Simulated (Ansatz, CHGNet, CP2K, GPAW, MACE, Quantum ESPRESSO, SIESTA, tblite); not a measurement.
**Other levels on random packing of 70AlN-30Al2O3 (mol %) (78 atoms)**

Density of this cell: 3.27 g/cm³. The cell holds 78 atoms: 35 Al, 19 N and 24 O. Its edges and angles: a = 9.322 Å, b = 9.322 Å, c = 9.322 Å, α = 90.0°, β = 90.0°, γ = 90.0°. 78 atoms (35 Al, 19 N, 24 O) packed at random in a cube at 3.27 g/cm³ and pushed apart as soft spheres, cations and anions kept from their own kind; a start for melting by ab initio MD, not an equilibrated structure. Then every atom was moved at random, 0.05 Å r.m.s. a Cartesian component.

Geometry: as built.

The reference, a calculation:

```
method                 : Kohn-Sham DFT, PBE, SSSP efficiency 1.3.0 pseudopotentials, plane waves (Quantum ESPRESSO 7.5); sssp-pbe-1.3.0-efficiency, cutoffs 60/480 Ry, Γ point
r.m.s. force component : 2.024 eV/Å
longest force          : 5.888 eV/Å
pressure               : 10.62 GPa
time                   : 12 min on 2 MPI ranks of Intel Xeon at 2.30GHz, shared host
CPU time               : 25 min
```

Runs, in no order:
A. GPAW PBE, LCAO dzp, h 0.18 Å: Kohn-Sham DFT, PBE, PAW, atomic orbitals (dzp)
B. MACE MP-0b2 small potential: machine-learned interatomic potential MACE MP-0b2 small, trained on PBE(+U) plane-wave data
C. SIESTA PBE, DZP, shift 0.01 Ry, mesh 500 Ry: Kohn-Sham DFT, PBE, PseudoDojo 0.4.1 norm-conserving pseudopotentials (converted to PSML), numerical atomic orbitals (DZP), diagonalisation
D. CP2K PBE, DZVP-MOLOPT-SR, 840/50 Ry, diagonalisation: Kohn-Sham DFT, PBE, GTH-PBE pseudopotentials, Gaussian and plane waves, DZVP-MOLOPT-SR-GTH, diagonalisation
E. tblite GFN1-xTB: GFN1-xTB tight binding, diagonalisation

**Question.** Rank the runs by how far their forces lie from the reference's, least first.

D, C, A, B, E.

| run | Δ force, r.m.s. (meV/Å) | share of r.m.s. force (%) | CPU time |
| --- | --- | --- | --- |
| D. CP2K PBE, DZVP-MOLOPT-SR, 840/50 Ry, diagonalisation | 53.1 | 2.62 | 18 min |
| C. SIESTA PBE, DZP, shift 0.01 Ry, mesh 500 Ry | 136 | 6.71 | 30 min |
| A. GPAW PBE, LCAO dzp, h 0.18 Å | 207 | 10.3 | 16 min |
| B. MACE MP-0b2 small potential | 520 | 25.7 | 8.4 s |
| E. tblite GFN1-xTB | 959 | 47.4 | 15 s |

Periodic xTB results under one method name differ between programs and library versions. Machine-learned potentials mimic data converged in k, so the reference's own k-point error enters their differences. The electronic-structure runs sample only Γ, in a cell whose shortest periodic width is 9 Å, which is coarse for a cell with partly filled levels.

[Logs are printed without paths, hosts, clocks, repeated set-up lines and the standing remarks that a program may print on its own settings, such as how far it seeks lower states.]

[Hosts, paths, dates, database ids (printed as entryN), source tags and the programs' standing remarks are cut or masked in the printed files.]
